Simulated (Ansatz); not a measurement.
# Electron scattering at the Σ5 (310) boundary in bcc Mo, part 3 of 3

Wanted: what the Σ5 (310) boundary in bcc Mo costs an interconnect.

Ansatz 0.2.0; Ansatz plane-wave DFT, PBEsol, PAW files; relaxation of a bicrystal slab with its lowest layers held; PAW set soft_1 (the session's first sound run).

So far. Step 3 (Transmission across the boundary): The larger of the two leads' potential steps is 9 meV from period to period, small in itself. The program estimates the junction's conductance to 6.5 % from the k-mesh, 0.7 % from the leads' distance from neutral and 3.8 % from their steps. Step 4 (Specific resistance): Averaged over the energies near the Fermi level, 53.5 % of the channels pass, which makes 0.696 fΩ m².

### Step 5. Single-crystal slab for reference

The free faces cost energy too. A single-crystal slab with the same faces and held layers is relaxed, so that they cancel.

This step: Ansatz plane-wave DFT, PBEsol, PAW files; relaxation of a single-crystal slab with its lowest layers held; PAW set soft_1 (Ansatz 0.2.0).

System of this step: Mo slab, plane (3, 1, 0). The cell holds 20 atoms: 20 Mo. Its edges and angles: a = 5.219 Å, b = 3.147 Å, c = 29.908 Å, α = 90.0°, β = 90.0°, γ = 72.5°. It derives from Mo. Vacuum lies along c.

Input file input.yaml:

```yaml
crystal:
  lattice:
    - [5.2187091076, 0.0, 0.0]
    - [0.9488562014, 3.0005467684, 0.0]
    - [0.0, 0.0, 29.9082068143]
  atoms:
    - { symbol: Mo, position: [0.3999999998, 0.3000000001, 0.167178194] }
    - { symbol: Mo, position: [0.7999999998, 0.6000000001, 0.2004522978] }
    - { symbol: Mo, position: [0.1999999998, 0.9000000001, 0.2337264017] }
    - { symbol: Mo, position: [0.5999999999, 0.2000000001, 0.2670005055] }
    - { symbol: Mo, position: [0.9999999999, 0.5000000001, 0.3002746094] }
    - { symbol: Mo, position: [0.3999999999, 0.8000000001, 0.3335487132] }
    - { symbol: Mo, position: [0.7999999999, 0.1000000001, 0.3668228171] }
    - { symbol: Mo, position: [0.1999999999, 0.4000000001, 0.400096921] }
    - { symbol: Mo, position: [0.5999999999, 0.7000000001, 0.4333710248] }
    - { symbol: Mo, position: [0.9999999999, 1.0e-10, 0.4666451287] }
    - { symbol: Mo, position: [0.3999999999, 0.3000000001, 0.4999192325] }
    - { symbol: Mo, position: [0.7999999999, 0.6000000001, 0.5331933364] }
    - { symbol: Mo, position: [0.1999999999, 0.9, 0.5664674402] }
    - { symbol: Mo, position: [0.5999999999, 0.2, 0.5997415441] }
    - { symbol: Mo, position: [1.0, 0.5, 0.633015648] }
    - { symbol: Mo, position: [0.4, 0.8, 0.6662897518] }
    - { symbol: Mo, position: [0.8, 0.1, 0.6995638557] }
    - { symbol: Mo, position: [0.2, 0.4, 0.7328379595] }
    - { symbol: Mo, position: [0.6, 0.7, 0.7661120634] }
    - { symbol: Mo, position: [0.0, 0.0, 0.7993861672] }
kpoints:
  mp_grid: { grid: [8, 8, 1] }
hamiltonian:
  xc: pbesol
  pseudopotentials: { kind: paw, azcp: { folder: soft_1 }, xc_functional: pbe }
scf:
  occupations: { method: fermi_dirac, width: 0.1 }
relax:
  f_tol: 0.03
  max_steps: 80
  constraints: [{ sites: [0, 1, 2, 3] }]
```

Command:

```bash
$ ansatz run input.yaml --threads 4 --pin off --max-ram 15360MiB --backend cpu --events-out ev --progress --plain --runs-dir out
```

Numbers of over 12 decimals in the logs are rounded to 6 here.

Log:

```text
Warning: crystal.symmetry: narrowed to the stabiliser of the relax constraints — unitary ops 4 → 2; lowered at sites 0, 1, 2, 3, 16, 17, 18, 19 (the operations that carried what is held of a site onto what its image site leaves free; the constrained walk keeps no symmetry that its constraints do not admit)
[...]
Crystal: 20 atoms, lattice volume = 468.332 Å³
Basis set: ecut = 420 eV, 9191 PW (Γ), exchange–correlation on 72×48×400 points (8 copies of the dense FFT grid, shifted against one another)
Bands: 168, of which v1, the nominal top of the filled ones, is band 140 counted from 1 (139 counted from 0)
Symmetry: 2 space group operations
k-points: 21 of 64 (time reversal used)
[...]
SCF iter   1: F=—  HF=-97961.277617 eV  |F-HF|=—  |Δ(HF+E_count)|=         —  Δρ=9.42e-2  dr2=2.58e2  ethr=3.10e-3  ⟨swp⟩=8.5  Hψ=15690  notcnv=0
[...]
SCF iter   9: F=-97942.692065 eV  HF=-97942.692069 eV  |F-HF|=4.19e-6  |Δ(HF+E_count)|=   2.17e-6  Δρ=2.73e-5  dr2=1.02e-5  ethr=8.04e-9  ⟨swp⟩=4.1  Hψ=13623  notcnv=0
SCF 1 converged in 9 iterations: F = -97942.692065 eV  dr2 = 1.02e-5
[...]
relax step   1: F+E_penalty+E_count = -97942.69206494 eV  Δ(F+E_penalty+E_count) = +0.000e0 eV  max|allowed force component| = 2.259e0 eV/Å  Δτ_max = 0.0000 Å  (9 SCF iters, dr2 threshold 2.25e-5 eV, accepted)
[...]
SCF iter   6: F=-97943.012493 eV  HF=-97943.012497 eV  |F-HF|=3.31e-6  |Δ(HF+E_count)|=   4.71e-5  Δρ=3.93e-5  dr2=1.43e-5  ethr=5.08e-9  ⟨swp⟩=2.3  Hψ=13759  notcnv=0
SCF 2 converged in 6 iterations: F = -97943.012493 eV  dr2 = 1.43e-5
relax step   2: F+E_penalty+E_count = -97943.01249320 eV  Δ(F+E_penalty+E_count) = -3.204e-1 eV  max|allowed force component| = 5.421e-1 eV/Å  Δτ_max = 0.1949 Å  (6 SCF iters, dr2 threshold 1.00e-4 eV, accepted)
SCF iter   1: F=—  HF=-97943.382469 eV  |F-HF|=—  |Δ(HF+E_count)|=         —  Δρ=1.75e-2  dr2=9.55e0  ethr=3.10e-3  ⟨swp⟩=5.5  Hψ=8317  notcnv=0
[...]
SCF iter   7: F=-97943.068073 eV  HF=-97943.068075 eV  |F-HF|=2.33e-6  |Δ(HF+E_count)|=   8.00e-6  Δρ=2.45e-5  dr2=1.14e-5  ethr=6.56e-9  ⟨swp⟩=5.2  Hψ=13086  notcnv=0
SCF 3 converged in 7 iterations: F = -97943.068073 eV  dr2 = 1.14e-5
[...]
relax step   3: F+E_penalty+E_count = -97943.06807280 eV  Δ(F+E_penalty+E_count) = -5.558e-2 eV  max|allowed force component| = 2.963e-1 eV/Å  Δτ_max = 0.1943 Å  (7 SCF iters, dr2 threshold 1.84e-5 eV, accepted)
[...]
relax step   4: F+E_penalty+E_count = -97943.08690117 eV  Δ(F+E_penalty+E_count) = -1.883e-2 eV  max|allowed force component| = 5.898e-2 eV/Å  Δτ_max = 0.0482 Å  (6 SCF iters, dr2 threshold 5.49e-6 eV, accepted)
SCF iter   1: F=—  HF=-97943.091112 eV  |F-HF|=—  |Δ(HF+E_count)|=         —  Δρ=1.79e-3  dr2=2.22e-2  ethr=1.77e-4  ⟨swp⟩=2.4  Hψ=5841  notcnv=0
[...]
SCF iter   7: F=-97943.088286 eV  HF=-97943.088286 eV  |F-HF|=7.49e-9  |Δ(HF+E_count)|=   8.17e-8  Δρ=1.73e-6  dr2=2.77e-8  ethr=3.57e-11  ⟨swp⟩=5.1  Hψ=11388  notcnv=0
SCF 5 converged in 7 iterations: F = -97943.088286 eV  dr2 = 2.77e-8
relax step   5: F+E_penalty+E_count = -97943.08828595 eV  Δ(F+E_penalty+E_count) = -1.385e-3 eV  max|allowed force component| = 1.366e-2 eV/Å  Δτ_max = 0.0184 Å  (7 SCF iters, accepted)
SCF converged after 7 iterations
Free energy (F): -97943.088286 eV
[...]
Internal energy: -97942.564473 eV  (E = F + TS)
E sigma→0 (E₀):  -97942.826380 eV
Entropy (-TS):   -0.523813 eV (-26.191 meV/atom)
Fermi energy:    12.700230 eV
[...]
--- Forces (eV/Å), atoms counted from 1 ---
  atom   1  Mo     0.38981419    -0.12327007     2.24124682
  atom   2  Mo    -0.55138332     0.17436272    -0.22218215
  atom   3  Mo     0.09480309    -0.02997937    -1.18718019
  atom   4  Mo     0.05933355    -0.01876291    -0.81983361
  atom   5  Mo    -0.00112087     0.00035445    -0.00394457
  atom   6  Mo    -0.00067476     0.00021338     0.00366141
  atom   7  Mo     0.00090795    -0.00028712     0.00384994
  atom   8  Mo     0.00143752    -0.00045458     0.00262268
  atom   9  Mo     0.00278576    -0.00088093    -0.00622116
  atom  10  Mo    -0.00246468     0.00077940    -0.00550890
  atom  11  Mo     0.00086793    -0.00027446     0.00226609
  atom  12  Mo     0.00329213    -0.00104106    -0.00869627
  atom  13  Mo    -0.00503472     0.00159212    -0.00367750
  atom  14  Mo    -0.00545566     0.00172523    -0.01366103
  atom  15  Mo     0.00357813    -0.00113150     0.00829772
  atom  16  Mo    -0.00335588     0.00106122     0.00032671
  atom  17  Mo     0.00344384    -0.00108904    -0.00219034
  atom  18  Mo     0.00643328    -0.00203438     0.00472660
  atom  19  Mo     0.00730172    -0.00230901     0.00583771
  atom  20  Mo    -0.00435970     0.00137866     0.00020100
  max |Σ_I F_I| component: 1.49e-4 eV/Å
--- Relaxed structure (5 steps of the walk, 5 accepted, 0 SCFs on fresh bases) ---
  F+E_penalty+E_count = -97943.08828595 eV   max|allowed force component| = 1.366e-2 eV/Å
  atoms:
    - { symbol: Mo, position: [0.400000, 0.300000, 0.167178194] }
    - { symbol: Mo, position: [0.800000, 0.600000, 0.200452] }
    - { symbol: Mo, position: [0.200000, 0.900000, 0.2337264017] }
    - { symbol: Mo, position: [0.599999999865, 0.200000, 0.2670005055] }
    - { symbol: Mo, position: [1.002503, 0.498749, 0.299402] }
    - { symbol: Mo, position: [0.401052, 0.799474, 0.332818] }
    - { symbol: Mo, position: [0.799685, 0.100157, 0.365321] }
    - { symbol: Mo, position: [0.200170, 0.399915, 0.398481] }
    - { symbol: Mo, position: [0.600520, 0.699740, 0.431495] }
    - { symbol: Mo, position: [1.000806, -0.000403053, 0.464278] }
    - { symbol: Mo, position: [0.402031, 0.298984, 0.497512] }
    - { symbol: Mo, position: [0.802725, 0.598637, 0.530257] }
    - { symbol: Mo, position: [0.202962, 0.898519, 0.563286] }
    - { symbol: Mo, position: [0.603645, 0.198177, 0.596280] }
    - { symbol: Mo, position: [1.002591, 0.498705, 0.628951] }
    - { symbol: Mo, position: [0.399938, 0.800031, 0.662392] }
    - { symbol: Mo, position: [0.800559, 0.099721, 0.694370] }
    - { symbol: Mo, position: [0.204825, 0.397588, 0.728944] }
    - { symbol: Mo, position: [0.613086, 0.693457, 0.760873] }
    - { symbol: Mo, position: [-0.014146, 0.00707323, 0.786519] }
```

The job ended after 4.5 min (4 threads of Arm Neoverse V1, shared host; peak memory 2.3 GiB; 18 min of CPU time).

Relaxation path:

```csv
step,energy less that of the first step (eV),largest force component (eV/Å)
1,0.0000,2.2594
2,-0.3204,0.5421
3,-0.3760,0.2963
4,-0.3948,0.0590
5,-0.3962,0.0137
```

The atoms that moved most (Å):

```
atom      dx      dy      dz  length
Mo20  -0.067   0.021  -0.385   0.391
Mo19   0.062  -0.020  -0.157   0.170
Mo17   0.003  -0.001  -0.155   0.155
Mo15   0.012  -0.004  -0.122   0.122
Mo18   0.023  -0.007  -0.116   0.119
Mo16   0.000   0.000  -0.117   0.117
Mo14   0.017  -0.005  -0.104   0.105
Mo13   0.014  -0.004  -0.095   0.096
```

Final coordinates:

```cif
data_structure
_symmetry_space_group_name_H-M 'P 1'
_symmetry_Int_Tables_number 1
_cell_length_a 5.2187
_cell_length_b 3.1470
_cell_length_c 29.9082
_cell_angle_alpha 90.000
_cell_angle_beta 90.000
_cell_angle_gamma 72.452
_cell_volume 468.33
loop_
_atom_site_label
_atom_site_type_symbol
_atom_site_fract_x
_atom_site_fract_y
_atom_site_fract_z
_atom_site_occupancy
Mo1 Mo 0.40000 0.30000 0.16718 1
Mo2 Mo 0.80000 0.60000 0.20045 1
Mo3 Mo 0.20000 0.90000 0.23373 1
Mo4 Mo 0.60000 0.20000 0.26700 1
Mo5 Mo 0.00250 0.49875 0.29940 1
Mo6 Mo 0.40105 0.79947 0.33282 1
Mo7 Mo 0.79969 0.10016 0.36532 1
Mo8 Mo 0.20017 0.39992 0.39848 1
Mo9 Mo 0.60052 0.69974 0.43149 1
Mo10 Mo 0.00081 0.99960 0.46428 1
Mo11 Mo 0.40203 0.29898 0.49751 1
Mo12 Mo 0.80273 0.59864 0.53026 1
Mo13 Mo 0.20296 0.89852 0.56329 1
Mo14 Mo 0.60365 0.19818 0.59628 1
Mo15 Mo 0.00259 0.49870 0.62895 1
Mo16 Mo 0.39994 0.80003 0.66239 1
Mo17 Mo 0.80056 0.09972 0.69437 1
Mo18 Mo 0.20482 0.39759 0.72894 1
Mo19 Mo 0.61309 0.69346 0.76087 1
Mo20 Mo 0.98585 0.00707 0.78652 1
```

Numbers from this step:

```
free energy             : -97943.0883 eV
energy at zero smearing : -97942.8264 eV
Fermi energy            : 12.70 eV
```

The largest force component on a free atom ends at 0.014 eV/Å, under the tolerance of 0.03, after 5 steps.

### Step 6. Bulk reference

The perfect crystal gives the energy per atom, for the atoms by which bicrystal and slab differ.

This step: Ansatz plane-wave DFT, PBEsol, PAW files; bulk reference; PAW set soft_1 (Ansatz 0.2.0).

System of this step: Mo. Symmetry: Im-3m, No. 229, cubic system. The conventional cell has a = 3.147 Å, b = 3.147 Å, c = 3.147 Å, α = 90.00°, β = 90.00°, γ = 90.00°. Nearest to Mo lie 8 Mo at 2.73 Å.

input.yaml, the sections that differ from step 5:

```yaml
crystal:
  lattice:
    - [-1.5735, 1.5735, 1.5735]
    - [1.5735, -1.5735, 1.5735]
    - [1.5735, 1.5735, -1.5735]
  atoms:
    - { symbol: Mo, position: [0.0, 0.0, 0.0] }
kpoints:
  mp_grid: { grid: [19, 19, 19] }
# hamiltonian, scf: as in step 5
# relax: removed
```

Log:

```text
[...]
Crystal: 1 atoms, lattice volume = 15.583 Å³
Basis set: ecut = 420 eV, 321 PW (Γ)
Bands: 11, of which v1, the nominal top of the filled ones, is band 7 counted from 1 (6 counted from 0)
Symmetry: 48 space group operations
[...]
k-points: 220 of 6859
[...]
SCF iter   1: F=—  HF=-4898.233879 eV  |F-HF|=—  |Δ(HF+E_count)|=         —  Δρ=1.11e-1  dr2=1.91e0  ethr=3.10e-3  ⟨swp⟩=5.0  Hψ=13477  notcnv=0
[...]
SCF iter   6: F=-4897.509336 eV  HF=-4897.509336 eV  |F-HF|=2.32e-8  |Δ(HF+E_count)|=   1.31e-7  Δρ=3.08e-5  dr2=3.98e-8  ethr=7.14e-10  ⟨swp⟩=3.0  Hψ=5729  notcnv=0
SCF 1 converged in 6 iterations: F = -4897.509336 eV  dr2 = 3.98e-8
[...]
SCF converged after 6 iterations
Free energy (F): -4897.509336 eV
[...]
Internal energy: -4897.488482 eV  (E = F + TS)
E sigma→0 (E₀):  -4897.498909 eV
Entropy (-TS):   -0.020855 eV (-20.855 meV/atom)
Fermi energy:    21.013861 eV
[...]
```

Wall time 0.68 s (4 threads); peak memory 0.29 GiB.

This step gave:

```
free energy             : -4897.5093 eV
energy at zero smearing : -4897.4989 eV
Fermi energy            : 21.01 eV
```

### Step 7. Boundary energy

This step: Ansatz plane-wave DFT, PBEsol, PAW files; bicrystal less single-crystal slab less bulk atoms, a boundary area; PAW set soft_1 (Ansatz 0.2.0).

This step gave:

* excess energy of the cell: 1.904 eV
* boundary energy: 1.948 J/m²

The boundary costs 1.9 J/m².

By hand: 1.90 eV / 15.66 Å² × 16.02 = 1.95 J/m².

### Step 8. Results

```json
{"specific resistance of the boundary": "0.696 fΩ m²", "share of channels that pass": "0.535", "boundary energy": "1.95 J/m²"}
```

**Reading.** The boundary has a specific resistance of 0.70 fΩ m² and an energy of 1.9 J/m². The boundary reflects 46 % of the channels; 0.70 fΩ m² is 7.0×10⁻¹² Ω·cm². That equals the resistance of 13 nm of bulk Mo at 300 K (measured 5.52 µΩ cm, CRC Handbook of Chemistry and Physics, 84th ed., 2003, Electrical Resistivity of Pure Metals). One starting structure was relaxed; another shift or atom count at the boundary may lie lower.

[Logs are printed without paths, hosts, clocks, repeated set-up lines and the standing remarks that a program may print on its own settings, such as how far it seeks lower states.]

[Hosts, paths, dates, database ids (printed as entryN), source tags and the programs' standing remarks are cut or masked in the printed files.]
